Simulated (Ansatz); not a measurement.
## Quasiparticle gap of MoS2 (layered bulk) (P6_3/mmc)

How far does one-shot GW move the PBEsol gap of MoS2 (layered bulk) (P6_3/mmc)?

Program: Ansatz 0.2.0. Level of theory: PBEsol, then G0W0 on it, plane waves, PAW. Results are calculated unless marked as measured.

**What was measured.**

- Gap 1.87 eV: direct gap at K (A transition); photoreflectance; 295 K; bulk crystal (commercial Bridgman-grown bulk crystal) (“Photoacoustic and modulated reflectance studies of indirect and direct band gap in van der Waals crystals”, 2017, pmc:5684221).

- Gap 1.32 eV: optical gap from UV-Vis absorption; UV-Vis absorption, Tauc plot; powder (hydrothermal flower-like powder) (“Highly Selective NH3 Sensor Based on MoS2/WS2 Heterojunction”, 2023, pmc:10305116).

- Gap 1.3 eV: indirect gap emission from PL; photoluminescence, 532 nm excitation; 300 K; bulk crystal (natural single crystal) (“Multiwavelength excitation Raman Scattering Analysis of bulk and 2 dimensional MoS2: Vibrational properties of atomically thin MoS2 layers”, 2015, arxiv:1506.03228).

## Step 1: Starting point

The structure is hexagonal, space group P6_3/mmc (No. 194). The conventional cell has a = 3.185 Å, b = 3.185 Å, c = 12.480 Å, α = 90.00°, β = 90.00°, γ = 120.00°. Mo has 6 S at 2.42 Å nearest. S has 3 Mo at 2.42 Å nearest. It derives from Mo1S2. Farther neighbours and most contacts between anions are not listed.

The start is a generated structure, not a measured one.

The logs state that the PAW files were generated under PBE.

## Step 2: Relaxing the structure

The structure is relaxed first.

This step: DFT, PBEsol-D3(BJ), plane waves, PAW; PAW set soft_1.

Contents of input.yaml:

```yaml
crystal:
  lattice:
    - [3.185, 0.0, 0.0]
    - [-1.5925, 2.7582909111, 0.0]
    - [0.0, 0.0, 12.4800000017]
  atoms:
    - { symbol: Mo, position: [0.3333333333, 0.6666666667, 0.25] }
    - { symbol: S, position: [0.6666666667, 0.3333333333, 0.3758012821] }
    - { symbol: S, position: [0.6666666667, 0.3333333333, 0.1241987179] }
    - { symbol: Mo, position: [0.6666666667, 0.3333333333, 0.75] }
    - { symbol: S, position: [0.3333333333, 0.6666666667, 0.8758012821] }
    - { symbol: S, position: [0.3333333333, 0.6666666667, 0.6241987179] }
kpoints:
  mp_grid: { grid: [9, 9, 2] }
hamiltonian:
  xc: pbesol
  dispersion: d3bj
  pseudopotentials: { kind: paw, azcp: { folder: soft_1 }, xc_functional: pbe }
scf:
  occupations: { method: fermi_dirac, width: 0.02 }
relax:
  f_tol: 0.01
  max_steps: 100
  cell: {}
```

The run is started by

```
$ ansatz run input.yaml --threads 2 --pin off --max-ram 92160MiB --backend cuda --events-out ev --progress --plain --runs-dir out --devices 1 --max-vram 13GiB
```

Numbers of over 12 decimals in the logs are rounded to 6 here.

Log:

```text
GPUs: using 1 of 1 available (devices: 1).
Engine: ansatz 0.2.0, x86_64-unknown-linux-gnu
Pseudopotentials: kind: paw
Pseudopotential: Mo, paw, valence charge 14, recommended cutoff 420 eV (normal), soft_1/Mo.paw.azcp
Pseudopotential: S, paw, valence charge 6, recommended cutoff 420 eV (normal), soft_1/S.paw.azcp
Functional definition: PBEsol
  exchange = pbesol_x
  correlation = pbesol_c
device memory: the entry about to start is reckoned to put 1.3 GiB on a device that reports 57.7 GiB free (of which the cap on the GPU budget leaves the run 13.0 GiB)
GPU FFT provider: cuFFT
GPU libraries: cuBLAS 13.8.2, cuFFT 12.4.0, cuSOLVER 12.3.4
Crystal: 6 atoms, lattice volume = 109.639 Å³
Basis set: ecut = 420 eV, 2153 PW (Γ), exchange–correlation on 48×48×180 points (8 copies of the dense FFT grid, shifted against one another)
Bands: 32, of which v1, the nominal top of the filled ones, is band 26 counted from 1 (25 counted from 0)
Symmetry: 24 space group operations
Space group: P63/mmc (ITA 194), of the structure as read, at distance tolerance 4.8e-5 Å
k-points: 24 of 162
Non-local potential: Mo, projectors of the file, l = 0: 3, l = 1: 2, l = 2: 2, l = 3: 1
Non-local potential: S, projectors of the file, l = 0: 2, l = 1: 2, l = 2: 1
PAW form: soft (Blöchl's): semilocal exchange-correlation on the pseudo side does not see the compensation charge
PAW frozen core: Mo, regenerated for the run's functional, and the local potential with it (the file was generated under x = pbe(κ = 0.804, μ = 0.219515), c = pbe(β = 0.066725))
PAW frozen core: S, regenerated for the run's functional, and the local potential with it (the file was generated under x = pbe(κ = 0.804, μ = 0.219515), c = pbe(β = 0.066725))
PAW one-centre angular grid: Mo, 590 points (default); XC on 64 Gauss nodes
PAW one-centre angular grid: S, 110 points (default); XC on 64 Gauss nodes
Initial density: superposition of atomic densities (chi_scale 0.1, normalization cell, long waves kept (reshape's long-wave potential 0.08 eV rms))
Initial wavefunctions: pseudopotential atomic-orbital guess
GPU buffer pool allocated for 51840 grid points (all kernels)
GPU transforms: local potential and band sums: pruned to the plane-wave sphere, on 24×24×90
Functional: x = pbesol(κ = 0.804, μ = 0.123457), c = pbesol(β = 0.046)
SCF iter   1: F=—  HF=-13344.118505 eV  |F-HF|=—  |Δ(HF+E_count)|=         —  Δρ=6.03e-2  dr2=4.99e0  ethr=3.10e-3  ⟨swp⟩=8.8  Hψ=4256  notcnv=0
preconditioner: auto → Resta (q_TF=auto, 2.409 Å⁻¹)  ε∞=7.9  [insulator: Δε(μ)=0.854 eV  Ē_g=8.090 eV  σ=0.020 eV  W_gap=1.00  n_scr=26 (ndim 8)  ℏωp=21.3 eV  f_vac=0.003  D(μ)=0.00/eV (n_scr^D=0)  ε∞_Penn≈7.9]
SCF iter   2: F=—  HF=-13342.888485 eV  |F-HF|=—  |Δ(HF+E_count)|=    1.23e0  Δρ=3.10e-2  dr2=1.32e0  ethr=3.10e-3  ⟨swp⟩=2.5  Hψ=1462  notcnv=0
SCF iter   3: F=—  HF=-13342.491022 eV  |F-HF|=—  |Δ(HF+E_count)|=   3.97e-1  Δρ=5.20e-3  dr2=4.45e-2  ethr=2.53e-3  ⟨swp⟩=2.8  Hψ=1338  notcnv=0
SCF iter   4: F=—  HF=-13342.486020 eV  |F-HF|=—  |Δ(HF+E_count)|=   5.00e-3  Δρ=1.21e-3  dr2=2.44e-3  ethr=8.56e-5  ⟨swp⟩=2.4  Hψ=1401  notcnv=0
SCF iter   5: F=—  HF=-13342.487382 eV  |F-HF|=—  |Δ(HF+E_count)|=   1.36e-3  Δρ=4.22e-4  dr2=3.18e-4  ethr=4.69e-6  ⟨swp⟩=2.4  Hψ=1519  notcnv=0
SCF iter   6: F=—  HF=-13342.487543 eV  |F-HF|=—  |Δ(HF+E_count)|=   1.61e-4  Δρ=7.57e-5  dr2=6.85e-6  ethr=6.12e-7  ⟨swp⟩=2.2  Hψ=1208  notcnv=0
SCF iter   7: F=—  HF=-13342.487592 eV  |F-HF|=—  |Δ(HF+E_count)|=   4.95e-5  Δρ=2.33e-5  dr2=5.84e-7  ethr=1.32e-8  ⟨swp⟩=2.5  Hψ=1310  notcnv=0
SCF iter   8: F=-13342.487593 eV  HF=-13342.487593 eV  |F-HF|=1.07e-8  |Δ(HF+E_count)|=   7.79e-7  Δρ=4.69e-6  dr2=2.91e-8  ethr=1.92e-10  ⟨swp⟩=5.9  Hψ=3098  notcnv=0
SCF 1 converged in 8 iterations: F = -13342.487593 eV  dr2 = 2.91e-8
  greatest PAW one-centre occupation: 0.999 electrons in one spin orbital (limit 2), on the Mo atom at site 0 (counted from 0), in its partial waves of l = 0
relax step   1: F+E_penalty+E_count = -13342.48759318 eV  Δ(F+E_penalty+E_count) = +0.000e0 eV  max|allowed force component| = 4.661e-1 eV/Å  Δτ_max = 0.0000 Å  P = -8.058 GPa  Ω = 109.639 Å³  (8 SCF iters, dr2 threshold 1.00e-7 eV, accepted)
[...]
relax step   2: F+E_penalty+E_count = -13342.61133405 eV  Δ(F+E_penalty+E_count) = -1.237e-1 eV  max|allowed force component| = 1.693e-1 eV/Å  Δτ_max = 0.1098 Å  P = +4.004 GPa  Ω = 94.860 Å³  energy of the carried Pulay correction = +2.795e-3 eV  (8 SCF iters, dr2 threshold 6.00e-7 eV, accepted)
[...]
relax step   3: F+E_penalty+E_count = -13342.72036331 eV  Δ(F+E_penalty+E_count) = -1.090e-1 eV  max|allowed force component| = 6.302e-2 eV/Å  Δτ_max = 0.0253 Å  P = -0.755 GPa  Ω = 99.040 Å³  energy of the carried Pulay correction = +1.964e-3 eV  (7 SCF iters, dr2 threshold 6.00e-7 eV, accepted)
[...]
relax step   4: F+E_penalty+E_count = -13342.72281214 eV  Δ(F+E_penalty+E_count) = -2.449e-3 eV  max|allowed force component| = 3.731e-2 eV/Å  Δτ_max = 0.0211 Å  P = +0.014 GPa  Ω = 97.537 Å³  energy of the carried Pulay correction = +2.259e-3 eV  (7 SCF iters, dr2 threshold 6.00e-7 eV, accepted)
[...]
relax step   5: F+E_penalty+E_count = -13342.72375728 eV  Δ(F+E_penalty+E_count) = -9.451e-4 eV  max|allowed force component| = 1.520e-2 eV/Å  Δτ_max = 0.0105 Å  P = +0.080 GPa  Ω = 98.042 Å³  energy of the carried Pulay correction = +2.159e-3 eV  (6 SCF iters, dr2 threshold 1.36e-7 eV, accepted)
[...]
relax step   6: F+E_penalty+E_count = -13342.72378070 eV  Δ(F+E_penalty+E_count) = -2.341e-5 eV  max|allowed force component| = 6.573e-4 eV/Å  Δτ_max = 0.0009 Å  P = +0.005 GPa  Ω = 98.037 Å³  energy of the carried Pulay correction = +2.161e-3 eV  (6 SCF iters, dr2 threshold 4.13e-8 eV, accepted)
[...]
relax step   7: F+E_penalty+E_count = -13342.72177924 eV  Δ(F+E_penalty+E_count) = +2.001e-3 eV  max|allowed force component| = 1.034e-3 eV/Å  Δτ_max = 0.0000 Å  P = +0.002 GPa  Ω = 98.037 Å³  stress off target by 3.34e-3 GPa  SCF on the basis re-selected at this cell (its energy is not comparable with the rows above)  (6 SCF iters)
basis re-selected at this cell: Δ(F+E_penalty+E_count) = +2.001e-3 eV, ΔP = -0.003 GPa vs the last step (what re-selecting the basis moved, of the pressure what is left beyond the Pulay correction that the steps carried, after the strain that the cell walked since its last selection, with what the two solves' SCF thresholds leave and, on support functions, any second-order correction that the steps lacked; it is no measure of the basis error at this ecutwfc). The dense FFT grid was sized anew with the basis: this SCF ran on 24×24×80 points, the steps before it on 24×24×90, so part of this shift can come from that change (see relax.cell in the input reference). [rest of the remark cut]
SCF converged after 6 iterations
Free energy (F): -13342.721779 eV
Harris-Foulkes:  -13342.721779 eV  (|F-HF|=0.00e0)
Internal energy: -13342.721779 eV  (E = F + TS)
E sigma→0 (E₀):  -13342.721779 eV
Fermi energy:    12.784238 eV
--- Per-component energies (eV) ---
  E_band       = -242.614818
  E_kinetic    = 1274.542384
  E_local      = -3502.082234  (includes V_loc(G=0)·N_el)
  E_nonlocal   = 438.685335
  E_hartree    = 1340.051505
  E_xc         = -706.195493
  E_vxc        = -773.772009  (∫ρ·V_xc dr)
  E_paw        = -8677.562090  (= ΣΔE_a)
  E_vpaw       = -360.091421  (= ΣTr[D̂ρ^β])
  E_aug_tail   = 0.000081  (compensation charges beyond the density's cutoff)
  E_ewald      = -3508.412939
  E_disp       = -2.414727  (pairwise vdW)
  E_core_change = 0.666397  (= ΣΔE_core)
  E_smearing   = -0.000000  (= −TS)
  E_closure    = -0.000000  (closes the sum)
  Σ components = -13342.721779   (vs F -13342.721779, Δ=0.00e0)
--- Forces (eV/Å), atoms counted from 1 ---
  atom   1  Mo    -0.00000000    -0.00000000    -0.00000000
  atom   2  S     -0.00000000    -0.00000000     0.00103448
  atom   3  S      0.00000000    -0.00000000    -0.00103448
  atom   4  Mo    -0.00000000     0.00000000     0.00000000
  atom   5  S     -0.00000000     0.00000000     0.00103448
  atom   6  S      0.00000000     0.00000000    -0.00103448
  max |Σ_I F_I| component: 7.52e-18 eV/Å
--- Stress (GPa, compression-positive) ---
        0.001119      -0.000000       0.000000
        0.000000       0.001119       0.000000
        0.000000       0.000000       0.003338
  P = ⅓ Tr σ = 0.0019 GPa (0.019 kbar)
--- Band table (eV; the first three rows and the last of 24) ---
  k-point 0: bands = [... 22 lower, 10.2263, 10.8889, 11.5243, 12.4875, 14.5216, 14.5216, 14.5705, 14.5705, ... 2 higher]
  k-point 1: bands = [... 22 lower, 10.1803, 10.1803, 12.2274, 12.2274, 14.5180, 14.5180, 14.5180, 14.5180, ... 2 higher]
  k-point 2: bands = [... 22 lower, 10.2841, 10.9336, 11.5600, 11.9998, 14.3352, 14.3451, 14.3833, 14.4688, ... 2 higher]
  k-point 23: bands = [... 22 lower, 9.3198, 9.3198, 11.5587, 11.5587, 13.5355, 13.5355, 14.4728, 14.4728, ... 2 higher]
--- Relaxed structure (6 steps of the walk, 6 accepted, 1 SCFs on fresh bases) ---
  F+E_penalty+E_count = -13342.72177924 eV   max|allowed force component| = 1.034e-3 eV/Å   (the final SCF, on the basis selected at the relaxed cell)
  cell:  # Å, volume = 98.0367 Å³
    - [3.109058, 0, 0]
    - [-1.554529, 2.692523, 0]
    - [0, 0, 11.711166]
  atoms:
    - { symbol: Mo, position: [0.333333, 0.666667, 0.250000] }
    - { symbol: S, position: [0.666667, 0.333333, 0.383485] }
    - { symbol: S, position: [0.666667, 0.333333, 0.116515] }
    - { symbol: Mo, position: [0.666667, 0.333333, 0.750000] }
    - { symbol: S, position: [0.333333, 0.666667, 0.883485] }
    - { symbol: S, position: [0.333333, 0.666667, 0.616515] }
```

The job ended after 8.1 s (1 × NVIDIA H100 80GB HBM3 (shared by 6 runs) with 2 threads of AMD EPYC 7R13 (Zen 3), shared host; peak memory 0.99 GiB).

Relaxation path:

| step | energy less that of the first step (eV) | largest force component (eV/Å) | pressure (GPa) | volume (Å³) |
| --- | --- | --- | --- | --- |
| 1 | 0.0000 | 0.4661 | -8.06 | 109.64 |
| 2 | -0.1237 | 0.1693 | 4.00 | 94.86 |
| 3 | -0.2328 | 0.0630 | -0.76 | 99.04 |
| 4 | -0.2352 | 0.0373 | 0.01 | 97.54 |
| 5 | -0.2362 | 0.0152 | 0.08 | 98.04 |
| 6 | -0.2362 | 0.0007 | 0.00 | 98.04 |
| 7* | -0.2342 | 0.0010 | 0.00 | 98.04 |

Relaxation steps marked * repeat the geometry before them on a plane-wave basis chosen anew for their cell, so energy and pressure can jump there.

The run keeps the 24 symmetry operations that it works with, so distortions that break them were not tested.

| conventional cell, symmetrised | before | after | change |
| --- | --- | --- | --- |
| a (Å) | 3.185 | 3.109 | -2.4 % |
| b (Å) | 3.185 | 3.109 | -2.4 % |
| c (Å) | 12.480 | 11.711 | -6.2 % |
| volume (Å³/atom) | 18.27 | 16.34 | -10.6 % |

The atoms that moved most (Å, as changes of fractional coordinates times the final cell):

| atom | dx | dy | dz | length |
| --- | --- | --- | --- | --- |
| S6 | 0.000 | 0.000 | -0.090 | 0.090 |
| S3 | 0.000 | 0.000 | -0.090 | 0.090 |
| S2 | 0.000 | 0.000 | 0.090 | 0.090 |
| S5 | 0.000 | 0.000 | 0.090 | 0.090 |

The relaxed structure:

```cif
data_structure
_symmetry_space_group_name_H-M 'P 1'
_symmetry_Int_Tables_number 1
_cell_length_a 3.1091
_cell_length_b 3.1091
_cell_length_c 11.7112
_cell_angle_alpha 90.000
_cell_angle_beta 90.000
_cell_angle_gamma 120.000
_cell_volume 98.04
loop_
_atom_site_label
_atom_site_type_symbol
_atom_site_fract_x
_atom_site_fract_y
_atom_site_fract_z
_atom_site_occupancy
Mo1 Mo 0.33333 0.66667 0.25000 1
S2 S 0.66667 0.33333 0.38348 1
S3 S 0.66667 0.33333 0.11652 1
Mo4 Mo 0.66667 0.33333 0.75000 1
S5 S 0.33333 0.66667 0.88348 1
S6 S 0.33333 0.66667 0.61652 1
```

The program's warnings for this run: band table not solved further.

(Continued in part 2 of 3.)

[Paths, hosts, dates, memory and timing lines, banners, echoed tables and standing remarks are left out of the program output.]

[Logs are printed without paths, hosts, clocks, repeated set-up lines and the standing remarks that a program may print on its own settings, such as how far it seeks lower states.]

[Runs of the session that timed out or met a known fault of the program may be left out.]

[Cells called generated may have been cut or substituted from an entry of the Crystallography Open Database or the Materials Project.]

[Hosts, paths, dates, database ids (printed as entryN), source tags and the programs' standing remarks are cut or masked in the printed files.]

[Where an RPA ε∞ is given, it is that of the G0W0 mesh and is not shown converged in it. Names of k-points follow the symmetry that the program found, which can be lower than the space group named. Band edges on a path are those of the sampled points; other points can move an edge, and change direct to indirect where valleys lie close.]

[Hybrid gaps are those of their k-mesh and are not shown converged in it.]
